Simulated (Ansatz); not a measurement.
## Sensitivity of the G0W0 gap of Te2Mo (P6_3/mmc)

Aim: change settings of a G0W0 run on Te2Mo (P6_3/mmc) and see what moves.

Calculated with Ansatz 0.2.0; G0W0 on PBE, plane waves, PAW; PAW set soft_1.

## (1) The structure

The structure is hexagonal, space group P6_3/mmc (No. 194). Conventional cell: a = 3.518 Å, b = 3.518 Å, c = 13.974 Å, α = 90.00°, β = 90.00°, γ = 120.00°. Nearest to Te lie 3 Mo at 2.72 Å. Mo has 6 Te at 2.72 Å nearest. Farther neighbours and most contacts between anions are not listed.

The cell and positions come from the Crystallography Open Database and are kept as given unless a step says otherwise. Spin-orbit coupling is left out unless a step names it.

## (2) The base run: 6×6×2 mesh, 340 empty bands, screening to 100 eV, PAW set soft_1 files

G0W0 replaces the xc potential by the self-energy, built once from these orbitals. Only a window of levels is corrected, while the sums run over the empty bands that the input names. This step takes PAW set soft_1 files.

Contents of input.yaml:

```yaml
crystal:
  lattice:
    - [3.5182, 0.0, 0.0]
    - [-1.7591, 3.0468505756, 0.0]
    - [0.0, 0.0, 13.9736]
  atoms:
    - { symbol: Te, position: [0.3333333333, 0.6666666667, 0.621] }
    - { symbol: Te, position: [0.6666666667, 0.3333333333, 0.121] }
    - { symbol: Te, position: [0.3333333333, 0.6666666667, 0.879] }
    - { symbol: Te, position: [0.6666666667, 0.3333333333, 0.379] }
    - { symbol: Mo, position: [0.3333333333, 0.6666666667, 0.25] }
    - { symbol: Mo, position: [0.6666666667, 0.3333333333, 0.75] }
kpoints:
  mp_grid: { grid: [6, 6, 2] }
hamiltonian:
  xc: pbe
  pseudopotentials: { kind: paw, azcp: { folder: soft_1 } }
scf:
  occupations: { method: fixed }
gw:
  n_empty_bands: 340
  ecut_chi: 100
  qp_bands: [v2, c2]
  qp_kpoints: band_edges
  screening: { model: contour_deformation }
```

Launch:

```bash
$ ansatz run input.yaml --threads 2 --pin off --max-ram 73728MiB --backend cuda --events-out ev --progress --plain --runs-dir out --devices 1 --max-vram 13GiB
```

Numbers of over 12 decimals in the logs are rounded to 6 here.

The log of the run:

```text
GPUs: using 1 of 1 available (devices: 1).
Engine: ansatz 0.2.0, x86_64-unknown-linux-gnu
Pseudopotentials: kind: paw
Pseudopotential: Te, paw, valence charge 16, recommended cutoff 420 eV (normal), soft_1/Te.paw.azcp
Pseudopotential: Mo, paw, valence charge 14, recommended cutoff 420 eV (normal), soft_1/Mo.paw.azcp
Functional definition: PBE
  parameter kappa = 0.804
  parameter beta = 0.066725
  exchange = pbe_x(kappa = kappa, mu = beta*pi^2/3)
  correlation = pbe_c(beta = beta)
device memory: the entry about to start is reckoned to put 1.9 GiB on a device that reports 76.9 GiB free (of which the cap on the GPU budget leaves the run 13.0 GiB)
GPU FFT provider: cuFFT
GPU libraries: cuBLAS 13.8.2, cuFFT 12.4.0, cuSOLVER 12.3.4
Crystal: 6 atoms, lattice volume = 149.789 Å³
Basis set: ecut = 420 eV, 2909 PW (Γ)
Bands: 56, of which v1, the nominal top of the filled ones, is band 46 counted from 1 (45 counted from 0)
Symmetry: 24 space group operations
Space group: P63/mmc (ITA 194), of the structure as read, at distance tolerance 5.3e-5 Å
k-points: 14 of 72
Non-local potential: Te, projectors of the file, l = 0: 2, l = 1: 2, l = 2: 2, l = 3: 1
Non-local potential: Mo, projectors of the file, l = 0: 3, l = 1: 2, l = 2: 2, l = 3: 1
PAW form: soft (Blöchl's): semilocal exchange-correlation on the pseudo side does not see the compensation charge
PAW one-centre angular grid: Te, 590 points (default); XC on 64 Gauss nodes
PAW one-centre angular grid: Mo, 590 points (default); XC on 64 Gauss nodes
Initial density: superposition of atomic densities (chi_scale 0.1, normalization cell, long waves kept (reshape's long-wave potential 0.01 eV rms))
Initial wavefunctions: pseudopotential atomic-orbital guess
GPU buffer pool allocated for 55296 grid points (all kernels)
GPU transforms: local potential and band sums: pruned to the plane-wave sphere, on 24×24×96
Functional: x = pbe(κ = 0.804, μ = 0.219515), c = pbe(β = 0.066725)
SCF iter   1: F=—  HF=-37835.277720 eV  |F-HF|=—  |Δ(HF+E_count)|=         —  Δρ=5.47e-2  dr2=6.43e0  ethr=3.10e-3  ⟨swp⟩=5.0  Hψ=2550  notcnv=0  defer=95
preconditioner: auto → Resta (q_TF=auto, 2.515 Å⁻¹)  ε∞=6.4  [insulator: Δε(μ)=0.754 eV  Ē_g=7.846 eV  n_scr=52 (ndim 8)  ℏωp=18.2 eV  f_vac=0.007  ε∞_Penn≈6.4]
SCF iter   2: F=—  HF=-37834.198158 eV  |F-HF|=—  |Δ(HF+E_count)|=    1.08e0  Δρ=2.11e-2  dr2=2.48e0  ethr=3.10e-3  ⟨swp⟩=3.0  Hψ=1386  notcnv=0  defer=98
SCF iter   3: F=—  HF=-37833.940722 eV  |F-HF|=—  |Δ(HF+E_count)|=   2.57e-1  Δρ=1.39e-2  dr2=4.25e-1  ethr=2.70e-3  ⟨swp⟩=1.9  Hψ=869  notcnv=0  defer=88
SCF iter   4: F=—  HF=-37833.845632 eV  |F-HF|=—  |Δ(HF+E_count)|=   9.51e-2  Δρ=1.94e-3  dr2=6.95e-3  ethr=4.62e-4  ⟨swp⟩=2.3  Hψ=1069  notcnv=0  defer=104
[...]
E_band       = -1145.506644
  E_kinetic    = 1536.879433
  E_local      = -8837.586825  (includes V_loc(G=0)·N_el)
  E_nonlocal   = 565.165906
  E_hartree    = 4173.436817
  E_xc         = -842.791662
  E_vxc        = -848.044404  (∫ρ·V_xc dr)
  E_paw        = -25112.329881  (= ΣΔE_a)
  E_vpaw       = -1908.792932  (= ΣTr[D̂ρ^β])
  E_aug_tail   = 0.000465  (compensation charges beyond the density's cutoff)
  E_ewald      = -9316.621616
  E_smearing   = -0.000000  (= −TS)
  E_closure    = -0.000000  (closes the sum)
  Σ components = -37833.847363   (vs F -37833.847363, Δ=0.00e0)
--- Band table (eV; the first three rows and the last of 14) ---
  k-point 0: bands = [... 42 lower, 11.4458, 11.4458, 12.1360, 12.4590, 15.3632, 15.3632, 15.4961, 15.4961, ... 6 higher]
  k-point 1: bands = [... 42 lower, 11.4282, 11.4282, 12.3779, 12.3779, 15.4009, 15.4009, 15.4009, 15.4009, ... 6 higher]
  k-point 2: bands = [... 42 lower, 11.2319, 11.4698, 12.0142, 12.1763, 14.2634, 14.5308, 14.5575, 14.7996, ... 6 higher]
  k-point 13: bands = [... 42 lower, 10.4647, 10.4647, 12.2496, 12.2496, 13.4386, 13.4386, 14.0857, 14.0857, ... 6 higher]
--- G₀W₀: contour deformation, 7 samples at zero and on the imaginary axis and 1 off it, 72 q-points, 340 empty bands' worth ---
  eigenvalues of the whole cell's RPA ε∞ on this k-mesh (on a slab, of 1 + 4πα/V) = 10.6974, 19.7798, 19.7798; static W/v taken at q = 0 is 0.053606
  gw.qp_kpoints: band_edges: 13 of 14 stored k-points solved, in 1 pass; an edge of the gap read off the rows below is read off those points alone
    valence top: of the k-points left out ik 5 came nearest to being solved in a further pass, in band 46 (counted from 1, as in the quasiparticle table): it holds the edge there only if its correction is more favourable than any solved in that band by at least 0.779 eV; those differ by 0.470 eV
    conduction bottom: of the k-points left out ik 5 came nearest to being solved in a further pass, in band 47 (counted from 1, as in the quasiparticle table): it holds the edge there only if its correction is more favourable than any solved in that band by at least 0.494 eV; those differ by 0.287 eV
    ik  band        ε_KS         Σx   Σc(E_QP)       V_xc       Z   E_QP_lin       E_QP  E_QP is
     0    45     12.1360   -16.2208     1.1836   -14.7019  0.7663    11.7985    11.8007  root
     0    46     12.4590   -18.8309     0.4198   -18.5248  0.7262    12.5726    12.5729  root
     0    47     15.3632   -12.6050    -3.9860   -16.8101  0.7299    15.5837    15.5823  root
     0    48     15.3632   -12.6050    -3.9860   -16.8101  0.7299    15.5837    15.5823  root
     1    45     12.3779   -18.2160     0.6173   -17.6139  0.7349    12.3930    12.3930  root
     1    46     12.3779   -18.2160     0.6173   -17.6139  0.7349    12.3930    12.3930  root
     1    47     15.4009   -12.5790    -4.0122   -16.8018  0.7277    15.6129    15.6115  root
     1    48     15.4009   -12.5790    -4.0122   -16.8018  0.7277    15.6129    15.6115  root
[...]
13    45     12.2496   -18.0650     0.3437   -17.8521  0.7184    12.3802    12.3805  root
    13    46     12.2496   -18.0650     0.3437   -17.8521  0.7184    12.3802    12.3805  root
    13    47     13.4386   -15.3377    -3.8766   -19.6430  0.7108    13.8717    13.8673  root
    13    48     13.4386   -15.3377    -3.8766   -19.6430  0.7108    13.8717    13.8673  root
[key lines of the parts left out:]
SCF converged after 9 iterations
Free energy (F): -37833.847363 eV
Fermi energy:    12.459033 eV
```

Run time: 35 s. Hardware: 1 × NVIDIA H100 80GB HBM3 (shared by 6 runs) with 2 threads of AMD EPYC 7R13 (Zen 3), shared host; peak memory 1.7 GiB.

This step gave:

| Property | Result |
| --- | --- |
| bands summed | 386 |
| RPA ε∞ on this mesh (eigenvalues) | 10.70, 19.78, 19.78 |
| plane waves in the screening matrix | 329 |
| q-points in the mesh | 72 |
| G0W0 gap on the mesh | 0.9828 eV |
| k of the valence top | 0, 0, 0 |
| k of the conduction bottom | 0.1667, 0.1667, 0 |
| starting gap on the mesh | 0.8263 eV |
| Z at the valence top | 0.7262 |
| Z at the conduction bottom | 0.7387 |
| least direct G0W0 gap on the computed points | 1.310 eV |

The gap on the mesh goes from 0.83 eV to 0.98 eV, a correction of +0.16 eV. Between the two edge states, bare exchange in place of the xc potential would open the gap by 4.04 eV, and correlation takes back 3.89 eV.

## (3) Variant: potentials

Other atomic data (norm-conserving) test the pseudisation: the cutoff goes from 420 to 1120 eV, with the same valence electrons.

This step: G0W0 on PBE, plane waves, norm-conserving pseudopotentials.

input.yaml, as its differences from that of step 2:

```diff
@@ -16,3 +16,3 @@
   xc: pbe
-  pseudopotentials: { kind: paw, azcp: { folder: soft_1 } }
+  pseudopotentials: { kind: nc }
 scf:
```

The log of the run:

```text
GPUs: using 1 of 1 available (devices: 1).
[...]
GPU FFT provider: cuFFT
GPU libraries: cuBLAS 13.8.2, cuFFT 12.4.0, cuSOLVER 12.3.4
Crystal: 6 atoms, lattice volume = 149.789 Å³
Basis set: ecut = 1120 eV, 12821 PW (Γ)
Bands: 56, of which v1, the nominal top of the filled ones, is band 46 counted from 1 (45 counted from 0)
[... 1 set-up line as in the run before ...]
[...]
k-points: 14 of 72
[...]
GPU buffer pool allocated for 256000 grid points (all kernels)
[...]
SCF iter   1: F=—  HF=-15232.094705 eV  |F-HF|=—  |Δ(HF+E_count)|=         —  Δρ=5.54e-2  dr2=6.34e0  ethr=3.10e-3  ⟨swp⟩=5.1  Hψ=2505  notcnv=0  defer=94
[...]
SCF iter   9: F=-15230.651256 eV  HF=-15230.651256 eV  |F-HF|=1.00e-7  |Δ(HF+E_count)|=   2.08e-6  Δρ=7.71e-6  dr2=8.79e-8  ethr=1.09e-10  ⟨swp⟩=11.3  Hψ=3990  notcnv=0
SCF 1 converged in 9 iterations: F = -15230.651256 eV  dr2 = 8.79e-8
[...]
0    45     12.4611   -16.2020     1.1981   -14.6891  0.7663    12.1445    12.1464  root
     0    46     12.7829   -18.8110     0.4145   -18.5108  0.7263    12.8970    12.8972  root
     0    47     15.6762   -12.6045    -3.9715   -16.8123  0.7300    15.9141    15.9124  root
     0    48     15.6762   -12.6045    -3.9715   -16.8123  0.7300    15.9141    15.9124  root
     1    45     12.7018   -18.1943     0.6171   -17.5968  0.7350    12.7214    12.7214  root
     1    46     12.7018   -18.1943     0.6171   -17.5968  0.7350    12.7214    12.7214  root
     1    47     15.7138   -12.5783    -3.9974   -16.8036  0.7278    15.9434    15.9418  root
     1    48     15.7138   -12.5783    -3.9974   -16.8036  0.7278    15.9434    15.9418  root
[...]
13    45     12.5679   -18.0577     0.3396   -17.8465  0.7184    12.6960    12.6963  root
    13    46     12.5679   -18.0577     0.3396   -17.8465  0.7184    12.6960    12.6963  root
    13    47     13.7559   -15.3313    -3.8819   -19.6369  0.7108    14.1838    14.1796  root
    13    48     13.7559   -15.3313    -3.8819   -19.6369  0.7108    14.1838    14.1796  root
[key lines of the parts left out:]
SCF converged after 9 iterations
Free energy (F): -15230.651256 eV
Fermi energy:    12.782871 eV
```

The job ended after 1.8 min (1 × NVIDIA H100 80GB HBM3 (shared by 6 runs) with 2 threads; peak memory 2.8 GiB).

The G0W0 gap on the mesh is 0.977 eV.

Against the base:

```
setting            base          variant
  files  PAW set soft_1  norm-conserving
```

```csv
quantity,variant,base
starting gap on the mesh,0.820,0.826
G0W0 gap on the mesh,0.977,0.983
least direct G0W0 gap on the computed points,1.307,1.310
Z at the valence top,0.726,0.726
Z at the conduction bottom,0.739,0.739
```

## (4) Variant: potentials

This step: G0W0 on PBE, plane waves, PAW.

input.yaml, as its differences from that of step 3:

```diff
@@ -16,3 +16,3 @@
   xc: pbe
-  pseudopotentials: { kind: nc }
+  pseudopotentials: { kind: paw, source: ansatz }
 scf:
```

The log of the run:

```text
GPUs: using 1 of 1 available (devices: 1).
[...]
GPU FFT provider: cuFFT
GPU libraries: cuBLAS 13.8.2, cuFFT 12.4.0, cuSOLVER 12.3.4
Crystal: 6 atoms, lattice volume = 149.789 Å³
Basis set: ecut = 640 eV, 5559 PW (Γ)
Bands: 56, of which v1, the nominal top of the filled ones, is band 46 counted from 1 (45 counted from 0)
[... 1 set-up line as in the run before ...]
[...]
k-points: 14 of 72
[...]
GPU buffer pool allocated for 108000 grid points (all kernels)
[...]
SCF iter   1: F=—  HF=-37846.277984 eV  |F-HF|=—  |Δ(HF+E_count)|=         —  Δρ=5.47e-2  dr2=6.32e0  ethr=3.10e-3  ⟨swp⟩=5.4  Hψ=2591  notcnv=0  defer=79
[...]
SCF iter  10: F=-37844.803715 eV  HF=-37844.803715 eV  |F-HF|=1.67e-10  |Δ(HF+E_count)|=   8.37e-9  Δρ=1.11e-6  dr2=1.65e-9  ethr=1.09e-10  ⟨swp⟩=3.0  Hψ=1665  notcnv=0
SCF 1 converged in 10 iterations: F = -37844.803715 eV  dr2 = 1.65e-9
[...]
0    45     12.7701   -16.2160     1.1754   -14.6944  0.7663    12.4216    12.4240  root
     0    46     13.0939   -18.8278     0.4103   -18.5227  0.7262    13.1990    13.1992  root
     0    47     15.9974   -12.6040    -3.9949   -16.8032  0.7300    16.2030    16.2017  root
     0    48     15.9974   -12.6040    -3.9949   -16.8032  0.7300    16.2030    16.2017  root
     1    45     13.0126   -18.2127     0.6081   -17.6107  0.7349    13.0187    13.0187  root
     1    46     13.0126   -18.2127     0.6081   -17.6107  0.7349    13.0187    13.0187  root
     1    47     16.0352   -12.5779    -4.0208   -16.7943  0.7278    16.2321    16.2309  root
     1    48     16.0352   -12.5779    -4.0208   -16.7943  0.7278    16.2321    16.2309  root
[...]
13    45     12.8843   -18.0638     0.3357   -17.8509  0.7184    13.0068    13.0070  root
    13    46     12.8843   -18.0638     0.3357   -17.8509  0.7184    13.0068    13.0070  root
    13    47     14.0741   -15.3351    -3.8859   -19.6410  0.7107    14.4982    14.4941  root
    13    48     14.0741   -15.3351    -3.8859   -19.6410  0.7107    14.4982    14.4941  root
[key lines of the parts left out:]
SCF converged after 10 iterations
Free energy (F): -37844.803715 eV
Fermi energy:    13.093940 eV
```

It took 58 s on 1 × NVIDIA H100 80GB HBM3 (shared by 6 runs) with 2 threads; peak memory 2 GiB; 81 s of CPU time.

The G0W0 gap on the mesh is 0.981 eV.

Against the base:

```csv
setting,base,variant
files,PAW set soft_1,hard PAW
```

```
                                    quantity  variant   base
                    starting gap on the mesh    0.826  0.826
                        G0W0 gap on the mesh    0.981  0.983
least direct G0W0 gap on the computed points    1.311  1.310
                        Z at the valence top    0.726  0.726
                  Z at the conduction bottom    0.739  0.739
```

## (5) Variant: frequency model

A plasmon pole stands in for the full frequency dependence of the screening; this run shows what that costs in accuracy.

This step: G0W0 on PBE, plane waves, PAW; PAW set soft_1.

input.yaml, as its differences from that of step 4:

```diff
@@ -16,3 +16,3 @@
   xc: pbe
-  pseudopotentials: { kind: paw, source: ansatz }
+  pseudopotentials: { kind: paw, azcp: { folder: soft_1 } }
 scf:
@@ -24,2 +24,2 @@
   qp_kpoints: band_edges
-  screening: { model: contour_deformation }
+  screening: { model: godby_needs }
```

The log of the run:

```text
GPUs: using 1 of 1 available (devices: 1).
[...]
GPU FFT provider: cuFFT
GPU libraries: cuBLAS 13.8.2, cuFFT 12.4.0, cuSOLVER 12.3.4
Crystal: 6 atoms, lattice volume = 149.789 Å³
Basis set: ecut = 420 eV, 2909 PW (Γ)
Bands: 56, of which v1, the nominal top of the filled ones, is band 46 counted from 1 (45 counted from 0)
[... 1 set-up line as in the run before ...]
[...]
k-points: 14 of 72
[...]
GPU buffer pool allocated for 55296 grid points (all kernels)
[...]
SCF iter   1: F=—  HF=-37835.277720 eV  |F-HF|=—  |Δ(HF+E_count)|=         —  Δρ=5.47e-2  dr2=6.43e0  ethr=3.10e-3  ⟨swp⟩=5.0  Hψ=2550  notcnv=0  defer=95
[...]
SCF iter   9: F=-37833.847363 eV  HF=-37833.847363 eV  |F-HF|=7.29e-9  |Δ(HF+E_count)|=   4.74e-7  Δρ=4.86e-6  dr2=2.98e-8  ethr=1.09e-10  ⟨swp⟩=11.6  Hψ=3206  notcnv=0
SCF 1 converged in 9 iterations: F = -37833.847363 eV  dr2 = 2.98e-8
[...]
0    45     12.1360   -16.2208     1.1537   -14.7019  0.8020    11.7702    11.7708  root
     0    46     12.4590   -18.8309     0.4063   -18.5248  0.7799    12.5593    12.5594  root
     0    47     15.3632   -12.6050    -3.9234   -16.8101  0.7946    15.6452    15.6449  root
     0    48     15.3632   -12.6050    -3.9234   -16.8101  0.7946    15.6452    15.6449  root
     1    45     12.3779   -18.2160     0.5965   -17.6139  0.7848    12.3722    12.3722  root
     1    46     12.3779   -18.2160     0.5965   -17.6139  0.7848    12.3722    12.3722  root
     1    47     15.4009   -12.5790    -3.9446   -16.8018  0.7943    15.6796    15.6792  root
     1    48     15.4009   -12.5790    -3.9446   -16.8018  0.7943    15.6796    15.6792  root
[...]
13    45     12.2496   -18.0650     0.3116   -17.8521  0.7764    12.3484    12.3484  root
    13    46     12.2496   -18.0650     0.3116   -17.8521  0.7764    12.3484    12.3484  root
    13    47     13.4386   -15.3377    -3.8114   -19.6430  0.7728    13.9335    13.9326  root
    13    48     13.4386   -15.3377    -3.8114   -19.6430  0.7728    13.9335    13.9326  root
[key lines of the parts left out:]
SCF converged after 9 iterations
Free energy (F): -37833.847363 eV
Fermi energy:    12.459033 eV
```

The job ended after 43 s (1 × NVIDIA H100 80GB HBM3 (shared by 6 runs) with 2 threads; peak memory 2.2 GiB).

The G0W0 gap on the mesh is 1.007 eV.

Against the base:

```csv
setting,base,variant
frequency model,contour deformation,plasmon pole
```

```
                                    quantity  variant   base
                    starting gap on the mesh    0.826  0.826
                        G0W0 gap on the mesh    1.007  0.983
least direct G0W0 gap on the computed points    1.394  1.310
                        Z at the valence top    0.780  0.726
                  Z at the conduction bottom    0.788  0.739
```

## (6) Summary of results

| Quantity | Value |
| --- | --- |
| base | 0.98 eV, 35 s |
| potentials | 0.98 eV, 1.8 min |
| potentials | 0.98 eV, 58 s |
| frequency model | 1.01 eV, 43 s |

**Reading.** Potentials: the gap moves by −0.01 eV and the time by a factor of 3.2 (the plane-wave cutoff goes from 420 to 1120 eV). Potentials: the gap moves by −0.001 eV (the plane-wave cutoff goes from 420 to 640 eV). Frequency model: the gap moves by +0.02 eV. All runs here use a coarse mesh and modest cutoffs; they test settings and are not final values. The 6×6×2 mesh is coarse for this cell (its supercell is 21 Å along the shortest edge). The RPA ε∞ on it, from the PBE start, is 10.70 and 19.78; such meshes misread the long-range screening, most where the gap is narrow. The many-body steps are scalar-relativistic: spin-orbit coupling is not in them.

[Paths, hosts, dates, memory and timing lines, banners, echoed tables and standing remarks are left out of the program output.]

[Logs are printed without paths, hosts, clocks, repeated set-up lines and the standing remarks that a program may print on its own settings, such as how far it seeks lower states.]

[Runs of the session that timed out or met a known fault of the program may be left out.]

[Cells called generated may have been cut or substituted from an entry of the Crystallography Open Database or the Materials Project.]

[Hosts, paths, dates, database ids (printed as entryN), source tags and the programs' standing remarks are cut or masked in the printed files.]
